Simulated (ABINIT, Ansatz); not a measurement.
# Converging GW for SiC (P6_3mc) in ABINIT

Wanted: a converged G0W0 gap of SiC (P6_3mc), or an estimate of the limit.

Main program and level: ABINIT 10.8.3; PBE and many-body steps on it, plane waves.

### 1. Set-up

The structure is hexagonal, space group P6_3mc (No. 186). Conventional cell: a = 3.074 Å, b = 3.074 Å, c = 5.045 Å, α = 90.00°, β = 90.00°, γ = 120.00°. Nearest to Si lie 4 C at 1.88 to 1.90 Å. Nearest to C lie 4 Si at 1.88 to 1.90 Å. Farther neighbours are not listed.

Coordinates:

```cif
data_structure
_symmetry_space_group_name_H-M 'P 1'
_symmetry_Int_Tables_number 1
_cell_length_a 3.0735
_cell_length_b 3.0735
_cell_length_c 5.0452
_cell_angle_alpha 90.000
_cell_angle_beta 90.000
_cell_angle_gamma 120.000
_cell_volume 41.27
loop_
_atom_site_label
_atom_site_type_symbol
_atom_site_fract_x
_atom_site_fract_y
_atom_site_fract_z
_atom_site_occupancy
Si1 Si 0.33333 0.66667 0.49960 1
Si2 Si 0.66667 0.33333 0.99960 1
C3 C 0.33333 0.66667 0.87540 1
C4 C 0.66667 0.33333 0.37540 1
```

The cell and positions are those that the Materials Project relaxed with its own functionals (PBE, PBE+U or r2SCAN), kept fixed.

### 2. Empty states on the mesh, 6×6×4 mesh, 552 bands

This step: ABINIT 10.8.3; DFT, PBE, plane waves, norm-conserving pseudopotentials.

The sums over transitions need many empty states on a uniform mesh; this step solves for them.

run.abi

```
acell 3*1.0 Angstrom
rprim 
  3.073513928196 0.000000000001 0.000000000000
  -1.536756964099 2.661741140703 0.000000000000
  0.000000000000 0.000000000000 5.045247710000
ntypat 2
znucl 14 6
natom 4
typat 1 1 2 2
xred 
  0.333333333333 0.666666666667 0.499602400000
  0.666666666667 0.333333333333 0.999602400000
  0.333333333333 0.666666666667 0.875397600000
  0.666666666667 0.333333333333 0.375397600000
pp_dirpath "pseudos"
pseudos "Si.upf, C.upf"
ecut 37
ngkpt 6 6 4
nshiftk 1
shiftk 0 0 0
kptopt 1
chksymbreak 0
irdden 1
istwfk *1
nband 552
prtvol 0
optdriver 6
gwr_task "HDIAGO"
paral_kgb 0
occopt 1
indata_prefix "in"
outdata_prefix "out"
tmpdata_prefix "tmp"
```

The run is started by

```console
$ OMP_NUM_THREADS=1 mpirun -n 8 abinit run.abi > log
```

Output:

```text
.Version 10.8.3 of ABINIT. v10.8.2 released Aug 2026.

 Symmetries : space group P6_3 m c (#186); Bravais hP (primitive hexag.)
[... echo of the input left out ...]
== DATASET  1 ==================================================================
-   mpi_nproc: 8, omp_nthreads: 1 (-1 if OMP is not activated)

--- !DatasetInfo
iteration_state: {dtset: 1, }
dimensions: {natom: 4, nkpt: 21, mband: 552, nsppol: 1, nspinor: 1, nspden: 1, mpw: 3015, }
cutoff_energies: {ecut:  37.0, pawecutdg:  -1.0, }
[...]
Indirect band gap semiconductor
 Fundamental gap:     2.275 (eV)
   VBM:     7.012 (eV) at k: [ 0.0000E+00,  0.0000E+00,  0.0000E+00]
   CBM:     9.287 (eV) at k: [ 3.3333E-01,  3.3333E-01,  0.0000E+00]
 Direct gap:         3.985 (eV) at k: [ 5.0000E-01,  0.0000E+00,  0.0000E+00]

== END DATASET(S) ==============================================================
================================================================================

 -outvars: echo values of variables after computation  --------
           etotal      0.0000000000E+00
            nband         552
             nkpt          21
          spgroup         186
 [... the other variables as echoed above ...]

 Calculation completed.
```

The job ended after 70 s (8 MPI ranks of Arm Neoverse V1, shared host; peak memory 4.5 GiB).

Numbers from this step:

```yaml
gap: 2.275 eV
k_of_the_valence_top: 0, 0, 0
k_of_the_conduction_bottom: 0.3333, 0.3333, 0
least_direct_gap: 3.985 eV
k_points_computed: 21
lowest_point_of_the_top_converged_band_above_the_valence_top: 296.0338 eV
```

On this mesh the gap is 2.275 eV.

The density comes from a self-consistent run that is not shown.

### 3. Screening, 6×6×4 mesh, 75 bands, screening to 133.3 eV

The RPA dielectric matrix is built and inverted for each q.

This step: RPA screening on PBE, plane waves, norm-conserving pseudopotentials.

Edit run.abi of step 2 so:

```diff
@@ -22,10 +22,11 @@
 chksymbreak 0
-irdden 1
 istwfk *1
-nband 552
-prtvol 0
-optdriver 6
-gwr_task "HDIAGO"
-paral_kgb 0
 occopt 1
+irdwfk 1
+optdriver 3
+nband 75
+ecuteps 4.9
+inclvkb 2
+awtr 1
+symchi 1
 indata_prefix "in"
```

Output:

```text
.Version 10.8.3 of ABINIT. v10.8.2 released Aug 2026.

 Symmetries : space group P6_3 m c (#186); Bravais hP (primitive hexag.)
[... echo of the input left out ...]
== DATASET  1 ==================================================================
-   mpi_nproc: 8, omp_nthreads: 1 (-1 if OMP is not activated)

--- !DatasetInfo
iteration_state: {dtset: 1, }
dimensions: {natom: 4, nkpt: 21, mband: 75, nsppol: 1, nspinor: 1, nspden: 1, mpw: 3015, }
cutoff_energies: {ecut:  37.0, pawecutdg:  -1.0, }
electrons: {nelect:   1.60000000E+01, charge:   0.00000000E+00, occopt:   1.00000000E+00, tsmear:   1.00000000E-02, }

 SCREENING: Calculation of the susceptibility and dielectric matrices

 Based on a program developped by R.W. Godby, V. Olevano, G. Onida, and L. Reining.
 Incorporated in ABINIT by V. Olevano, G.-M. Rignanese, and M. Torrent.
.Using double precision arithmetic ; gwpc =  8

[... cell and pseudopotentials left out ...]
--------------------------------------------------------------------------------

 ==== K-mesh for the wavefunctions ====
 Number of points in the irreducible wedge :    21
[... list of points left out ...]
 Together with 12 symmetry operations and time-reversal symmetry
 yields   144 points in the full Brillouin Zone.

 ==== Q-mesh for the screening function ====
 Number of points in the irreducible wedge :    21
[... list of points left out ...]
 Together with 12 symmetry operations and time-reversal symmetry
 yields   144 points in the full Brillouin Zone.

 setmesh: FFT mesh size selected  =    20x   20x   36
          total number of points  =        14400

 vcoul_init : cutoff-mode = AUXILIARY_FUNCTION
 q-points for optical limit:   1
     1)      0.000010    0.000020    0.000030

- screening: taking advantage of time-reversal symmetry
- Maximum band index for partially occupied states nbvw = 8
- Remaining bands to be divided among processors   nbcw = 67
- Number of bands treated by each node ~8

 Number of electrons calculated from density =   16.0000; Expected =   16.0000
 average of density, n =  0.057443
 r_s =    1.6078
 omega_plasma =   23.1193 [eV]

 calculating chi0 at frequencies [eV] :
  1    0.000000E+00    0.000000E+00
  2    0.000000E+00    2.311935E+01

--------------------------------------------------------------------------------
  q-point number  1        q = ( 0.000000, 0.000000, 0.000000) [r.l.u.]
--------------------------------------------------------------------------------
[... chi0 elements left out ...]
 For q-point:  0.000010 0.000020 0.000030
  dielectric constant =   6.8605
  dielectric constant without local fields =   7.5065

  Average fulfillment of the sum rule on Im[epsilon] for q-point    1 :     77.62  [%]
[... wings left out ...]
  q-point number  2        q = ( 0.166667, 0.000000, 0.000000) [r.l.u.]
--------------------------------------------------------------------------------
[... chi0 elements left out ...]
  Average fulfillment of the sum rule on Im[epsilon] for q-point    2 :     88.17  [%]

 [... 19 further q-points ...]
```

Elapsed: 31 s, on 8 MPI ranks; peak memory 1.4 GiB.

Numbers from this step:

```yaml
eps_infinity_with_local_fields_on_this_mesh_along_the_program_s_q_direction: 6.861
the_same_without_local_fields: 7.506
plasma_frequency: 23.12 eV
plane_waves_in_the_screening_matrix: 135
```

Local fields lower ε∞ by 9 %.

### 4. 75 bands, 133.3 eV

The self-energy is evaluated for the states that the input lists, and the levels follow from it, in one-shot runs by the linearised quasiparticle equation.

This step: G0W0 on PBE, plane waves, norm-conserving pseudopotentials.

Edit run.abi of step 3 so:

```diff
@@ -25,8 +25,19 @@
 irdwfk 1
-optdriver 3
+optdriver 4
 nband 75
+gwcalctyp 0
+ecutsigx 37
+symsigma 1
+nkptgw 3
+kptgw 
+  0.0000000000 0.0000000000 0.0000000000
+  0.3333333333 0.3333333333 0.0000000000
+  0.5000000000 0.0000000000 0.0000000000
+bdgw 
+  7 10
+  6 10
+  7 10
 ecuteps 4.9
-inclvkb 2
-awtr 1
-symchi 1
+irdscr 1
+ppmodel 1
 indata_prefix "in"
```

Output:

```text
.Version 10.8.3 of ABINIT. v10.8.2 released Aug 2026.

 Symmetries : space group P6_3 m c (#186); Bravais hP (primitive hexag.)
[... echo of the input left out ...]
== DATASET  1 ==================================================================
-   mpi_nproc: 8, omp_nthreads: 1 (-1 if OMP is not activated)

--- !DatasetInfo
iteration_state: {dtset: 1, }
dimensions: {natom: 4, nkpt: 21, mband: 75, nsppol: 1, nspinor: 1, nspden: 1, mpw: 3015, }
cutoff_energies: {ecut:  37.0, pawecutdg:  -1.0, }
electrons: {nelect:   1.60000000E+01, charge:   0.00000000E+00, occopt:   1.00000000E+00, tsmear:   1.00000000E-02, }

 SIGMA: Calculation of the GW corrections

 Based on a program developped by R.W. Godby, V. Olevano, G. Onida, and L. Reining.
 Incorporated in ABINIT by V. Olevano, G.-M. Rignanese, and M. Torrent.
.Using double precision arithmetic ; gwpc =  8

[... cell and pseudopotentials left out ...]
--------------------------------------------------------------------------------

 ==== K-mesh for the wavefunctions ====
 Number of points in the irreducible wedge :    21
[... list of points left out ...]
 Together with 12 symmetry operations and time-reversal symmetry
 yields   144 points in the full Brillouin Zone.

 ==== Q-mesh for screening function ====
 Number of points in the irreducible wedge :    21
[... list of points left out ...]
 Together with 12 symmetry operations and time-reversal symmetry
 yields   144 points in the full Brillouin Zone.

 vcoul_init : cutoff-mode = AUXILIARY_FUNCTION
 q-points for optical limit:   1
     1)      0.000010    0.000020    0.000030
 setmesh: FFT mesh size selected  =    27x   27x   54
          total number of points  =        39366

 Number of electrons calculated from density =   16.0000; Expected =   16.0000
 average of density, n =  0.057443
 r_s =    1.6078
 omega_plasma =   23.1193 [eV]

 === KS Band Gaps ===
  >>>> For spin  1
   Minimum direct gap =   3.9851 [eV], located at k-point      :   0.5000  0.0000  0.0000
   Fundamental gap    =   2.2753 [eV], Top of valence bands at :   0.0000  0.0000  0.0000
                                       Bottom of conduction at :   0.3333  0.3333  0.0000
 SIGMA fundamental parameters:
 PLASMON POLE MODEL  1
 number of plane-waves for SigmaX                 2973
 number of plane-waves for SigmaC and W            135
 number of plane-waves for wavefunctions          2973
 number of bands                                    75
 number of independent spin polarizations            1
 number of spinorial components                      1
 number of k-points in IBZ                          21
 number of q-points in IBZ                          21
 number of symmetry operations                      12
 number of k-points in BZ                          144
 number of q-points in BZ                          144
 number of frequencies for dSigma/dE                 9
 frequency step for dSigma/dE [eV]                0.25
 number of omega for Sigma on real axis              0
 max omega for Sigma on real axis  [eV]           0.00
 zcut for avoiding poles [eV]                     0.10

 EPSILON^-1 parameters (SCR file):
 dimension of the eps^-1 matrix on file            135
 dimension of the eps^-1 matrix used               135
 number of plane-waves for wavefunctions          2973
 number of bands                                    75
 number of q-points in IBZ                          21
 number of frequencies                               2
 number of real frequencies                          1
 number of imag frequencies                          1

 matrix elements of self-energy operator (all in [eV])

 Perturbative Calculation

--- !SelfEnergy_ee
iteration_state: {dtset: 1, }
kpoint     : [   0.000,    0.000,    0.000, ]
spin       : 1
KS_gap     :    4.820
QP_gap     :    5.634
Delta_QP_KS:    0.814
data: !SigmaeeData |
     Band     E0 <VxcDFT>   SigX SigC(E0)      Z dSigC/dE  Sig(E)    E-E0       E
        7   7.012 -15.027 -17.600   2.319   0.795  -0.257 -15.229  -0.202   6.810
        8   7.012 -15.027 -17.600   2.319   0.795  -0.257 -15.229  -0.202   6.810
        9  11.832 -12.163  -6.994  -4.413   0.809  -0.237 -11.551   0.612  12.444
       10  13.231 -12.779  -7.194  -4.810   0.796  -0.256 -12.162   0.617  13.848

--- !SelfEnergy_ee
iteration_state: {dtset: 1, }
kpoint     : [   0.333,    0.333,    0.000, ]
spin       : 1
KS_gap     :    6.117
QP_gap     :    7.110
Delta_QP_KS:    0.993
data: !SigmaeeData |
     Band     E0 <VxcDFT>   SigX SigC(E0)      Z dSigC/dE  Sig(E)    E-E0       E
        6   2.959 -13.062 -17.039   3.151   0.783  -0.278 -13.708  -0.647   2.312
        7   2.959 -13.062 -17.039   3.151   0.783  -0.278 -13.708  -0.647   2.312
[...]
--- !SelfEnergy_ee
iteration_state: {dtset: 1, }
kpoint     : [   0.500,    0.000,    0.000, ]
spin       : 1
KS_gap     :    3.985
QP_gap     :    4.791
Delta_QP_KS:    0.806
data: !SigmaeeData |
     Band     E0 <VxcDFT>   SigX SigC(E0)      Z dSigC/dE  Sig(E)    E-E0       E
[...]
8   5.813 -14.520 -17.600   2.598   0.792  -0.262 -14.902  -0.382   5.431
        9   9.798 -10.579  -6.048  -4.015   0.822  -0.216 -10.155   0.424  10.222
       10  11.240 -11.760  -6.959  -4.043   0.811  -0.233 -11.145   0.615  11.854

== END DATASET(S) ==============================================================
================================================================================

 -outvars: echo values of variables after computation  --------
           etotal      0.0000000000E+00
            nband          75
             nkpt          21
          spgroup         186
 [... the other variables as echoed above ...]

 Calculation completed.
```

Elapsed: 6.7 s, on 8 MPI ranks; peak memory 1.2 GiB; 52 s of CPU time.

This step gave:

```yaml
g0w0_gap_on_the_points_computed: 2.821 eV
starting_gap_on_the_mesh: 2.275 eV
k_of_the_valence_top: 0, 0, 0
k_of_the_conduction_bottom: 0.3333, 0.3333, 0
z_at_the_valence_top: 0.795
z_at_the_conduction_bottom: 0.826
least_direct_g0w0_gap_on_the_computed_points: 4.791 eV
```

The gap on the mesh goes from 2.28 eV to 2.82 eV, a correction of +0.55 eV.

### 5. Screening, 6×6×4 mesh, 226 bands, screening to 247.6 eV

This step: RPA screening on PBE, plane waves, norm-conserving pseudopotentials.

Edit run.abi of step 4 so:

```diff
@@ -25,19 +25,8 @@
 irdwfk 1
-optdriver 4
-nband 75
-gwcalctyp 0
-ecutsigx 37
-symsigma 1
-nkptgw 3
-kptgw 
-  0.0000000000 0.0000000000 0.0000000000
-  0.3333333333 0.3333333333 0.0000000000
-  0.5000000000 0.0000000000 0.0000000000
-bdgw 
-  7 10
-  6 10
-  7 10
-ecuteps 4.9
-irdscr 1
-ppmodel 1
+optdriver 3
+nband 226
+ecuteps 9.1
+inclvkb 2
+awtr 1
+symchi 1
 indata_prefix "in"
```

Output:

```text
.Version 10.8.3 of ABINIT. v10.8.2 released Aug 2026.

 Symmetries : space group P6_3 m c (#186); Bravais hP (primitive hexag.)
[... echo of the input left out ...]
== DATASET  1 ==================================================================
-   mpi_nproc: 8, omp_nthreads: 1 (-1 if OMP is not activated)

--- !DatasetInfo
iteration_state: {dtset: 1, }
dimensions: {natom: 4, nkpt: 21, mband: 226, nsppol: 1, nspinor: 1, nspden: 1, mpw: 3015, }
cutoff_energies: {ecut:  37.0, pawecutdg:  -1.0, }
electrons: {nelect:   1.60000000E+01, charge:   0.00000000E+00, occopt:   1.00000000E+00, tsmear:   1.00000000E-02, }

 SCREENING: Calculation of the susceptibility and dielectric matrices

 Based on a program developped by R.W. Godby, V. Olevano, G. Onida, and L. Reining.
 Incorporated in ABINIT by V. Olevano, G.-M. Rignanese, and M. Torrent.
.Using double precision arithmetic ; gwpc =  8

[... cell and pseudopotentials left out ...]
--------------------------------------------------------------------------------

 ==== K-mesh for the wavefunctions ====
 Number of points in the irreducible wedge :    21
[... list of points left out ...]
 Together with 12 symmetry operations and time-reversal symmetry
 yields   144 points in the full Brillouin Zone.

 ==== Q-mesh for the screening function ====
 Number of points in the irreducible wedge :    21
[... list of points left out ...]
 Together with 12 symmetry operations and time-reversal symmetry
 yields   144 points in the full Brillouin Zone.

 setmesh: FFT mesh size selected  =    24x   24x   40
          total number of points  =        23040

 vcoul_init : cutoff-mode = AUXILIARY_FUNCTION
 q-points for optical limit:   1
     1)      0.000010    0.000020    0.000030

- screening: taking advantage of time-reversal symmetry
- Maximum band index for partially occupied states nbvw = 8
- Remaining bands to be divided among processors   nbcw = 218
- Number of bands treated by each node ~27

 Number of electrons calculated from density =   16.0000; Expected =   16.0000
 average of density, n =  0.057443
 r_s =    1.6078
 omega_plasma =   23.1193 [eV]

 calculating chi0 at frequencies [eV] :
  1    0.000000E+00    0.000000E+00
  2    0.000000E+00    2.311935E+01

--------------------------------------------------------------------------------
  q-point number  1        q = ( 0.000000, 0.000000, 0.000000) [r.l.u.]
--------------------------------------------------------------------------------
[... chi0 elements left out ...]
 For q-point:  0.000010 0.000020 0.000030
  dielectric constant =   6.8555
  dielectric constant without local fields =   7.5087

  Average fulfillment of the sum rule on Im[epsilon] for q-point    1 :     93.88  [%]
[... wings left out ...]
  q-point number  2        q = ( 0.166667, 0.000000, 0.000000) [r.l.u.]
--------------------------------------------------------------------------------
[... chi0 elements left out ...]
  Average fulfillment of the sum rule on Im[epsilon] for q-point    2 :     96.15  [%]

 [... 19 further q-points ...]
```

It took 4.5 min on 8 MPI ranks; peak memory 3.2 GiB.

This step gave:

| Item | Value |
| --- | --- |
| ε∞ with local fields, on this mesh, along the program's q direction | 6.856 |
| the same without local fields | 7.509 |
| plasma frequency | 23.12 eV |
| plane waves in the screening matrix | 373 |

(Part 1 of 2 ends here.)

[Paths, hosts, dates, memory and timing lines, banners, echoed tables and standing remarks are left out of the program output.]

[Logs are printed without paths, hosts, clocks, repeated set-up lines and the standing remarks that a program may print on its own settings, such as how far it seeks lower states.]

[Runs of the session that timed out or met a known fault of the program may be left out.]

[No measured gap is set beside runs whose start may be inverted or whose files or cutoffs have a known fault.]

[Hosts, paths, dates, database ids (printed as entryN), source tags and the programs' standing remarks are cut or masked in the printed files.]

[G0W0 gaps are taken among the corrected bands and points alone; a level outside them can change the order at an edge.]

[Where Ansatz stands beside ABINIT at settings called matched, ABINIT's density can come from a denser mesh and the files from another edition; pairs whose starting gaps differed by over 0.03 eV were left out, so agreement reads better than it is.]
